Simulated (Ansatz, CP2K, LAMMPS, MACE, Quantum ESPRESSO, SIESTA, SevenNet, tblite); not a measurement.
## Codes compared on Li+ BF4- in gamma-butyrolactone and acetonitrile and diethyl carbonate at 360 K (102 atoms)

Wanted: errors and costs of other methods on Li+ BF4- in gamma-butyrolactone and acetonitrile and diethyl carbonate at 360 K (102 atoms). A plane-wave run serves as the reference.

Method: Kohn-Sham DFT, PBE, SSSP efficiency 1.3.0 pseudopotentials, plane waves, in Quantum ESPRESSO 7.5.

**1. Starting point**

The cell holds 102 atoms: 30 C, 12 O, 50 H, 4 N, 1 B, 4 F and 1 Li. Its edges and angles: a = 10.567 Å, b = 10.567 Å, c = 10.567 Å, α = 90.0°, β = 90.0°, γ = 90.0°. 3 gamma-butyrolactone, 4 acetonitrile, 2 diethyl carbonate, 1 Li+, 1 BF4- placed at random, at 1.06 g/cm³; overlaps pushed apart, then 10 ps at 550 K with stiff harmonic cages for PF6 and BF4 with UFF radii; Joung-Cheatham ions (J. Phys. Chem. B 112, 9020 (2008)); MMFF94 bonds, angles, torsions, charges and radii (Halgren, J. Comput. Chem. 17, 490 (1996)) in harmonic and 12-6 forms; charges of ions scaled by 0.8. Snapshot after 30 ps at 360 K and fixed volume.

**2. The reference run**

File pw.in:

```
&control
  calculation = 'scf'
  pseudo_dir = './pseudo'
  outdir = './tmp'
  disk_io = 'none'
  tprnfor = .true.
  tstress = .true.
/
&system
  ibrav = 0
  nat = 102
  ntyp = 7
  ecutwfc = 60
  ecutrho = 480
  nosym = .true.
  occupations = 'smearing'
  smearing = 'fd'
  degauss = 0.003675
/
&electrons
  conv_thr = 5.1e-07
  electron_maxstep = 100
  mixing_beta = 0.4
  mixing_mode = 'plain'
  diagonalization = 'david'
/
ATOMIC_SPECIES
C 12.011 C.upf
O 15.999 O.upf
H 1.008 H.upf
N 14.007 N.upf
B 10.810 B.upf
F 18.998 F.upf
Li 6.940 Li.upf
CELL_PARAMETERS angstrom
10.56699 0.00000 0.00000
0.00000 10.56699 0.00000
0.00000 0.00000 10.56699
ATOMIC_POSITIONS crystal
C 0.08931 0.41457 0.01219
C 0.14601 0.27961 0.05319
O 0.27358 0.28756 0.09245
C 0.28707 0.31794 0.21519
O 0.20092 0.33737 0.29217
O 0.41157 0.33874 0.23287
C 0.45425 0.37166 0.35481
C 0.43811 0.51579 0.36926
H 0.00711 0.42183 0.95010
H 0.07456 0.46043 0.09976
H 0.16906 0.45296 0.96071
H 0.09039 0.24456 0.13283
[... 86 atom lines left out ...]
F 0.52283 0.17741 0.69005
F 0.66669 0.32538 0.59951
F 0.64802 0.31741 0.80370
Li 0.55068 0.47270 0.81886
K_POINTS gamma
```

On the command line:

```console
OMP_NUM_THREADS=1 mpirun -np 2 pw.x -in pw.in > output.txt
```

Output:

```text
Program PWSCF
     gamma-point specific algorithms are used
     Parallelization info
     sticks:   dense  smooth     PW     G-vecs:    dense   smooth      PW
     Min        7607    3806    949               706761   249930   31333
     Max        7610    3807    952               706770   249933   31336
     Sum       15217    7613   1901              1413531   499863   62669
     bravais-lattice index     =            0
     lattice parameter (alat)  =      19.9687  a.u.
     unit-cell volume          =    7962.5192 (a.u.)^3
     number of atoms/cell      =          102
     number of atomic types    =            7
     number of electrons       =       296.00
     number of Kohn-Sham states=          178
     kinetic-energy cutoff     =      60.0000  Ry
[... lines left out ...]
     scf convergence threshold =      5.1E-07
[... lines left out ...]
     number of k points=     1  Fermi-Dirac smearing, width (Ry)=  0.0037
[... lines left out ...]
     total energy              =   -1407.32182639 Ry
[... lines left out ...]
     total energy              =   -1408.39854338 Ry
[... lines left out ...]
     total energy              =   -1408.49407192 Ry
[... lines left out ...]
     total energy              =   -1408.52425917 Ry
[... lines left out ...]
     total energy              =   -1408.52426093 Ry
[... lines left out ...]
   -44.6288 -25.0914 -24.0671 -24.0209 -23.7803 -23.6708 -23.6462 -23.5548
   -23.0926 -22.9803 -22.0078 -21.9799 -21.4536 -21.3847 -21.2346 -21.1648
   -20.6508 -18.0274 -17.8771 -17.7696 -17.4115 -15.8892 -15.7057 -15.6214
[...]
4.6972   4.7233   4.7866   4.8826   4.9557   5.0065   5.0889   5.1328
     5.3826   5.4453   5.5323   5.6394   5.7374   5.7634   5.9059   6.0521
     6.0847   6.1739
     the Fermi energy is     0.1986 ev
!    total energy              =   -1408.52426096 Ry
     estimated scf accuracy    <       0.00000045 Ry
     smearing contrib. (-TS)   =       0.00000000 Ry
     internal energy E=F+TS    =   -1408.52426096 Ry
     The total energy is F=E-TS. E is the sum of the following terms:
     one-electron contribution =   -1158.07281468 Ry
     hartree contribution      =     674.75522371 Ry
     xc contribution           =    -329.43148446 Ry
     ewald contribution        =    -296.60459981 Ry
     one-center paw contrib.   =    -299.17058571 Ry
     convergence has been achieved in  11 iterations
     Forces acting on atoms (cartesian axes, Ry/au):
     atom    1 type  1   force =     0.06929905   -0.07613855   -0.00749000
     atom    2 type  1   force =    -0.10913006    0.05346994    0.02402583
     atom    3 type  2   force =     0.00290572   -0.00482173   -0.01525918
[...]
atom  101 type  6   force =    -0.03130371    0.00945673    0.03266574
     atom  102 type  7   force =     0.02013695    0.01441890   -0.00228239
     Total force =     0.690138     Total SCF correction =     0.001258
     Computing stress (Cartesian axis) and pressure
          total   stress  (Ry/bohr**3)                   (kbar)     P=       28.16
   0.00015159   0.00005744  -0.00003704           22.30        8.45       -5.45
   0.00005744   0.00021125   0.00000128            8.45       31.08        0.19
  -0.00003704   0.00000128   0.00021141           -5.45        0.19       31.10
     Message from routine punch:
     Nothing written, as per user request (disk_io='none')
```

It took 2.6 min on 2 MPI ranks of Arm Neoverse V2, shared host; peak memory 2.4 GiB.

Banners, paths, timers and routine set-up lines are dropped from the logs unmarked, and long logs keep their key lines alone; longer cuts are marked.

Numbers from this run:

- r.m.s. force component: 1.014 eV/Å
- longest force: 3.788 eV/Å
- pressure: 2.816 GPa
- gap (highest filled to lowest empty level): 4.335 eV

**3. Structure statistics**

g(r), total and by pair (bins of 0.2 Å):

| r (Å) | total | H-H | H-C | H-O | H-F | H-N | H-B |
| --- | --- | --- | --- | --- | --- | --- | --- |
| 1.00 | 2.54 | 0.00 | 8.80 | 0.00 | 0.00 | 0.00 | 0.00 |
| 1.20 | 1.86 | 0.00 | 4.45 | 0.00 | 0.00 | 0.00 | 0.00 |
| 1.40 | 1.30 | 0.00 | 0.00 | 0.00 | 0.00 | 0.00 | 0.00 |
| 1.60 | 0.49 | 1.09 | 0.00 | 0.00 | 0.00 | 0.00 | 0.00 |
| 1.80 | 0.80 | 3.31 | 0.00 | 0.00 | 0.00 | 0.00 | 0.00 |
| 2.00 | 0.76 | 0.28 | 1.18 | 2.09 | 0.55 | 0.00 | 0.00 |
| 2.20 | 1.32 | 0.30 | 2.95 | 0.66 | 0.00 | 0.00 | 0.00 |
| 2.40 | 0.97 | 1.56 | 0.22 | 0.94 | 0.85 | 0.83 | 0.00 |
| 2.60 | 0.60 | 1.05 | 0.22 | 1.15 | 1.04 | 0.37 | 0.00 |
| 2.80 | 0.71 | 1.02 | 0.49 | 1.41 | 1.49 | 1.17 | 0.00 |
| 3.00 | 0.83 | 1.08 | 0.59 | 1.56 | 0.25 | 2.33 | 0.00 |
| 3.20 | 1.06 | 0.88 | 1.34 | 1.14 | 0.68 | 3.22 | 1.86 |
| 3.40 | 0.85 | 0.73 | 1.02 | 0.88 | 1.62 | 0.82 | 3.30 |
| 3.60 | 0.81 | 0.73 | 1.01 | 0.54 | 0.35 | 1.26 | 0.69 |
| 3.80 | 0.90 | 0.73 | 0.99 | 1.24 | 0.49 | 0.33 | 1.93 |
| 4.00 | 1.13 | 1.25 | 0.84 | 1.22 | 1.17 | 1.32 | 0.00 |
| 4.20 | 0.99 | 0.70 | 0.89 | 1.06 | 1.58 | 0.94 | 0.52 |
| 4.40 | 0.93 | 0.91 | 0.94 | 1.18 | 0.97 | 0.97 | 0.97 |
| 4.60 | 1.08 | 1.03 | 1.17 | 1.42 | 1.12 | 0.78 | 1.75 |
| 4.80 | 1.05 | 1.12 | 1.08 | 0.85 | 1.23 | 0.71 | 1.23 |
| 5.00 | 1.09 | 1.02 | 1.23 | 0.78 | 1.22 | 1.23 | 0.39 |
| 5.20 | 1.10 | 0.96 | 0.95 | 1.01 | 1.21 | 1.21 | 2.11 |

Bonds by pair of elements; cutoffs follow the first minimum of g(r), held within bounds set by covalent radii, and pairs that aren't listed don't count as bonded:

| pair A-B | cutoff (Å) | bonds | mean length (Å) | spread (Å) | shortest (Å) | B about A | A about B |
| --- | --- | --- | --- | --- | --- | --- | --- |
| H-C | 1.34 | 50 | 1.09 | 0.031 | 1.01 | 1 | 1.67 |
| C-C | 1.85 | 17 | 1.49 | 0.042 | 1.42 | 1.13 | 1.13 |
| C-O | 1.73 | 19 | 1.35 | 0.075 | 1.21 | 0.633 | 1.58 |
| C-N | 1.62 | 4 | 1.15 | 0.01 | 1.14 | 0.133 | 1 |
| O-Li | 2.48 | 3 | 2.02 | 0.062 | 1.93 | 0.25 | 3 |
| F-B | 1.72 | 4 | 1.39 | 0.037 | 1.34 | 1 | 4 |
| F-Li | 2.33 | 1 | 1.94 | 0 | 1.94 | 0.25 | 1 |

How many atoms have how many bonded neighbours:

| element | mean | 1 | 2 | 3 | 4 |
| --- | --- | --- | --- | --- | --- |
| B | 4 | 0 | 0 | 0 | 1 |
| C | 3.57 | 0 | 4 | 5 | 21 |
| F | 1.25 | 3 | 1 | 0 | 0 |
| H | 1 | 50 | 0 | 0 | 0 |
| Li | 4 | 0 | 0 | 0 | 1 |
| N | 1 | 4 | 0 | 0 | 0 |
| O | 1.83 | 2 | 10 | 0 | 0 |

Rings of the network by King's shortest-path rule, up to 12 atoms, one path for each pair of neighbours; H, halogens, alkali and alkaline-earth atoms are left out, and the last column divides by all other atoms, bonded or not:

| ring size (atoms) | rings | per network atom |
| --- | --- | --- |
| 5 | 3 | 0.064 |

**4. What was run beside it**

The programs:
- CP2K 2026.2: Gaussian basis with GTH pseudopotentials and a plane-wave density; labels give functional, basis (MOLOPT sets; SR short-range, UZH the newer set with its own potentials), grid cutoff/relative cutoff and solver (OT: orbital transformation; TRS4, TC2, SIGN: linear-scaling purification with its sparsity filter), or its built-in tight binding.
- MACE: machine-learned potential, published weights.
- Quantum ESPRESSO 7.5: plane waves; labels (QE) give functional, pseudopotential set and cutoffs of waves/density.
- SIESTA 5.4.2: numerical atomic orbitals, whose automatically made sets are far from complete, with PseudoDojo norm-conserving potentials that we converted to its format (checked against plane waves on the same files for H, C, O, Si, Ge and Ca alone); labels give functional, basis size, energy shift and mesh cutoff.
- SevenNet: machine-learned potential, published weights.
- tblite 0.8.0: extended tight binding, driven from Python.

All use the same cell and atoms; the electronic-structure runs use the same k-mesh, and an electronic temperature of 580 K (0.05 eV) where levels are smeared.

Differences are against the plane-wave reference, forces as r.m.s. over components; share is that over the reference's r.m.s. force, slope the least-squares factor from reference forces to these. Total energies of different programs have different zeros and aren't compared.

| run | Δ force, r.m.s. (meV/Å) | share (%) | slope | Δ pressure (GPa) | Δ gap (eV) | cores | CPU time | memory (GiB) |
| --- | --- | --- | --- | --- | --- | --- | --- | --- |
| reference | - | - | - | - | - | 2 | 5.2 min | 2.4 |
| CP2K GFN1-xTB, OT DIIS | 423 | 41.7 | 0.905 | -3.00 | - | 1 | 3.4 s | 0.32 |
| CP2K LDA, DZVP-MOLOPT-SR, 600/50 Ry, OT DIIS | 208 | 20.5 | 0.998 | -2.28 | -0.0081 | 4 | 6.6 min | 2.5 |
| CP2K PBE, DZVP-MOLOPT-SR, 210/50 Ry, OT DIIS (coarse) | 277 | 27.3 | 1.052 | 0.727 | 0.0333 | 2 | 5.6 min | 0.6 |
| CP2K PBE, DZVP-MOLOPT-SR, 300/50 Ry, OT DIIS (coarse) | 133 | 13.1 | 1.043 | 0.641 | 0.032 | 2 | 6.8 min | 0.87 |
| CP2K PBE, DZVP-MOLOPT-SR, 600/20 Ry, OT DIIS (coarse) | 155 | 15.3 | 1.044 | 0.943 | 0.0226 | 4 | 4.4 min | 2.6 |
| CP2K PBE, DZVP-MOLOPT-SR, 600/50 Ry, OT DIIS | 134 | 13.2 | 1.045 | 0.616 | 0.0312 | 4 | 7.7 min | 2.6 |
| CP2K PBE, DZVP-MOLOPT-SR, 600/50 Ry, diagonalisation | 134 | 13.2 | 1.045 | 0.616 | 0.0311 | 2 | 4.2 min | 2.9 |
| CP2K PBE, SZV-MOLOPT-SR, 600/50 Ry, OT DIIS (coarse) | 2038 | 201 | 1.500 | 9.69 | -0.628 | 2 | 4.1 min | 1.6 |
| CP2K PBE, SZV-MOLOPT-SR, 600/50 Ry, SIGN filter 1e-04, SCF 1e-05 (coarse) | 1988 | 196 | 1.480 | 10.1 | - | 1 | 1.9 min | 1.5 |
| CP2K PBE, SZV-MOLOPT-SR, 600/50 Ry, SIGN filter 1e-06, SCF 1e-06 (coarse) | 2017 | 199 | 1.494 | 9.80 | - | 1 | 6.1 min | 1.5 |
| MACE MP-0b2 small potential | 171 | 16.9 | 0.975 | 0.349 | - | 1 | 6.2 s | 0.67 |
| MACE MPA-0 medium potential | 172 | 16.9 | 0.950 | 0.238 | - | 1 | 8.3 s | 1.3 |
| QE PBE, dojo-0.4.1-standard, 80/320 Ry | 59.3 | 5.85 | 0.994 | -0.346 | -0.0058 | 4 | 4.5 min | 1.9 |
| QE PBE, gbrv-1.5, 40/200 Ry | 103 | 10.2 | 1.033 | 0.409 | 0.0019 | 2 | 2.4 min | 0.83 |
| SIESTA BLYP, PBE potentials, DZP, shift 0.01 Ry, mesh 500 Ry | 798 | 78.6 | 1.211 | 5.21 | -0.0908 | 2 | 3.3 min | 1.7 |
| SIESTA PBE, DZP, shift 0.01 Ry, mesh 500 Ry | 698 | 68.8 | 1.190 | 3.50 | -0.115 | 2 | 3.4 min | 1.7 |
| SIESTA PBE, DZP, shift 0.02 Ry, mesh 500 Ry | 563 | 55.5 | 1.161 | 1.29 | -0.192 | 2 | 2.6 min | 1.5 |
| SIESTA PBE, SZ, shift 0.01 Ry, mesh 500 Ry (coarse) | 2866 | 282 | 1.636 | 21.3 | -2.46 | 1 | 70 s | 0.74 |
| SIESTA PBE, SZ, shift 0.02 Ry, mesh 500 Ry (coarse) | 2571 | 253 | 1.582 | 19.2 | -2.55 | 1 | 61 s | 0.67 |
| SevenNet 0 potential | 195 | 19.3 | 0.953 | 0.0278 | - | 1 | 7.3 s | 1.1 |
| tblite GFN2-xTB | 469 | 46.3 | 0.857 | -3.10 | - | 1 | 7.6 s | 0.16 |

Rows marked coarse were listed beforehand as settings not expected to be converged; some can still land near the reference.

Times of the machine-learned potentials are mostly Python's start and the loading of weights.

CPU time is summed over cores on a shared host, where runs went side by side, so it is rough. Symmetry, cutoffs, thresholds, outputs and thread counts weren't matched or tuned between programs; memory under MPI is the largest rank's times the ranks.

Left out of this page: tblite IPEA1-xTB (killed or ended with an error).

Runs without a result: SIESTA PBE, SZ, shift 0.02 Ry, mesh 500 Ry, order-N, radius 5.5 Å, eta -3.3 eV (stopped at the start: stopping program Stopping Program from Node:    3); CP2K PBE, SZV-MOLOPT-SR, 600/50 Ry, SIGN filter 1e-07, SCF 1e-07 (cut off at its time limit of 6.5 min); SIESTA PBE, SZ, shift 0.02 Ry, mesh 500 Ry, order-N, radius 4.5 Å, eta -3.3 eV (stopped at the start: stopping program Stopping Program from Node:    0).

Mean charges by element (e), by run and scheme:

| run | scheme | C | O | H | N | B | F |
| --- | --- | --- | --- | --- | --- | --- | --- |
| CP2K GFN1-xTB, OT DIIS | Mulliken | +0.14 | -0.45 | +0.05 | -0.33 | +0.78 | -0.40 |
| CP2K LDA, DZVP-MOLOPT-SR, 600/50 Ry, OT DIIS | Mulliken | -0.05 | -0.19 | +0.12 | -0.42 | +0.28 | -0.28 |
| CP2K PBE, DZVP-MOLOPT-SR, 600/50 Ry, OT DIIS | Mulliken | -0.01 | -0.19 | +0.09 | -0.39 | +0.37 | -0.30 |
| CP2K PBE, DZVP-MOLOPT-SR, 600/50 Ry, diagonalisation | Mulliken | -0.01 | -0.19 | +0.09 | -0.39 | +0.37 | -0.30 |
| SIESTA BLYP, PBE potentials, DZP, shift 0.01 Ry, mesh 500 Ry | Hirshfeld | +0.04 | -0.11 | +0.03 | -0.18 | +0.15 | -0.16 |
| SIESTA PBE, DZP, shift 0.01 Ry, mesh 500 Ry | Hirshfeld | +0.03 | -0.10 | +0.03 | -0.17 | +0.12 | -0.15 |
| SIESTA PBE, DZP, shift 0.02 Ry, mesh 500 Ry | Hirshfeld | +0.04 | -0.08 | +0.02 | -0.17 | +0.06 | -0.13 |
| tblite GFN2-xTB | Mulliken | +0.07 | -0.31 | +0.06 | -0.27 | +0.71 | -0.39 |

Within one program, basis, potentials and functional, energies share a zero. Each run against its twin at the usual cutoff or grid and solver:

| run | twin | Δ energy (meV/atom) | Δ force, r.m.s. (meV/Å) | CPU time over the twin's |
| --- | --- | --- | --- | --- |
| CP2K PBE, DZVP-MOLOPT-SR, 210/50 Ry, OT DIIS | DZVP-MOLOPT-SR, 600/50 Ry, OT DIIS | -4.00 | 234 | 0.72 (this twin ran on 4 cores) |
| CP2K PBE, DZVP-MOLOPT-SR, 300/50 Ry, OT DIIS | DZVP-MOLOPT-SR, 600/50 Ry, OT DIIS | -0.967 | 58.0 | 0.88 (this twin ran on 4 cores) |
| CP2K PBE, DZVP-MOLOPT-SR, 600/20 Ry, OT DIIS | DZVP-MOLOPT-SR, 600/50 Ry, OT DIIS | -4.90 | 83.0 | 0.57 |
| CP2K PBE, DZVP-MOLOPT-SR, 600/50 Ry, diagonalisation | DZVP-MOLOPT-SR, 600/50 Ry, OT DIIS | 0 | 0.06 | 0.54 (this twin ran on 4 cores) |
| CP2K PBE, SZV-MOLOPT-SR, 600/50 Ry, SIGN filter 1e-04, SCF 1e-05 | SZV-MOLOPT-SR, 600/50 Ry, OT DIIS | 10.7 | 304 | 0.46 (this twin ran on 2 cores) |
| CP2K PBE, SZV-MOLOPT-SR, 600/50 Ry, SIGN filter 1e-06, SCF 1e-06 | SZV-MOLOPT-SR, 600/50 Ry, OT DIIS | 1.33 | 106 | 1.5 (this twin ran on 2 cores) |

**5. What came out**

```yaml
reference_r_m_s_force_component: 1.01 eV/Å
nearest_in_forces: QE PBE, dojo-0.4.1-standard, 80/320 Ry, 5.8 %
farthest_in_forces: SIESTA PBE, SZ, shift 0.01 Ry, mesh 500 Ry (coarse), 282 %
cheapest_electronic_structure_run_beside_the_reference: CP2K GFN1-xTB, OT DIIS, 3.4 s of CPU time
```

What this shows: PBE on plane waves or a grid with other potentials, cutoffs or grids, coarse settings apart, differs from the reference by 5.8 % (QE PBE, dojo-0.4.1-standard, 80/320 Ry) to 10 % (QE PBE, gbrv-1.5, 40/200 Ry) of the r.m.s. force; this holds the reference's own error, so differences of a few per cent don't tell which side is nearer the exact PBE result. The PBE runs in local orbitals, coarse settings apart, differ by 13 % (CP2K PBE, DZVP-MOLOPT-SR, 600/50 Ry, OT DIIS) to 69 % (SIESTA PBE, DZP, shift 0.01 Ry, mesh 500 Ry); basis, grid and potentials can all enter. Tight binding differs by 42 % (CP2K GFN1-xTB, OT DIIS) to 46 % (tblite GFN2-xTB); it is another model, with fitted parameters of its own, and the xTB methods hold dispersion. Machine-learned potentials differ by 17 % (MACE MP-0b2 small potential) to 19 % (SevenNet 0 potential); they were trained on other programs' data. Rows with another functional or a dispersion term differ by 20 % (CP2K LDA, DZVP-MOLOPT-SR, 600/50 Ry, OT DIIS) to 79 % (SIESTA BLYP, PBE potentials, DZP, shift 0.01 Ry, mesh 500 Ry), which mixes the change of model with differences of basis and potentials, some of them made for another functional. Runs with settings chosen to be coarse differ by 13 % (CP2K PBE, DZVP-MOLOPT-SR, 300/50 Ry, OT DIIS) to 282 % (SIESTA PBE, SZ, shift 0.01 Ry, mesh 500 Ry), their programs' other errors included. Of the electronic-structure runs that take under half the reference's CPU time, QE PBE, gbrv-1.5, 40/200 Ry comes nearest, at 10 % in 2.4 min against 5.2 min. At the same functional, gaps differ from the reference's 4.34 eV by between -2.55 and +0.03 eV. In pressure, SIESTA PBE, SZ, shift 0.01 Ry, mesh 500 Ry misses by +21.3 GPa, at the same functional. Charges hang on model, scheme and program or settings: among these rows the mean for B runs from +0.06 to +0.78 e. With SIGN, tightening the sparsity filter from 1e-04 to 1e-06, and the SCF threshold with it, takes the force difference from the cubic solver from 304 to 106 meV/Å, and the CPU time from 0.46 to 1.5 times the cubic solver's. In the reference: filled and empty levels are parted by 4.34 eV (on the run's k-points); a semilocal functional tends to put such gaps too low. In a disordered cell it changes from sample to sample and from frame to frame. In the reference: By these cutoffs all B atoms have 4, 70 % of C atoms have 4, 75 % of F atoms have 1 and all H atoms have 1 bonded neighbour. Periodic xTB results under one method name differ between programs and library versions. The reference's pressure holds the uncorrected Pulay stress of its 60 Ry basis, so small pressure differences, and their order, may be the reference's own error. Machine-learned potentials mimic data converged in k, so the reference's own k-point error enters their differences. The network of contacts between molecules at the start is that of the classical potential that made the cell, and needn't be the one that DFT or experiment would give. The reference's PBE has no dispersion term, which matters for the binding between molecules or layers. The density was typed from a rule of thumb and may lie off the real one at this temperature. The electronic-structure runs sample only Γ, in a cell whose shortest periodic width is 11 Å.

[Also dropped from logs without a mark: logging warnings of Python, and SIESTA's first energy breakdown and zero terms.]

[Logs are printed without paths, hosts, clocks, repeated set-up lines and the standing remarks that a program may print on its own settings, such as how far it seeks lower states.]

[Hosts, paths, dates, database ids (printed as entryN), source tags and the programs' standing remarks are cut or masked in the printed files.]

[The MMFF94 radii named for the starting cell were scaled by 0.96; in molecules described by MMFF94, hydrogen bound to N, O or S took a small fixed 12-6 site in their place.]
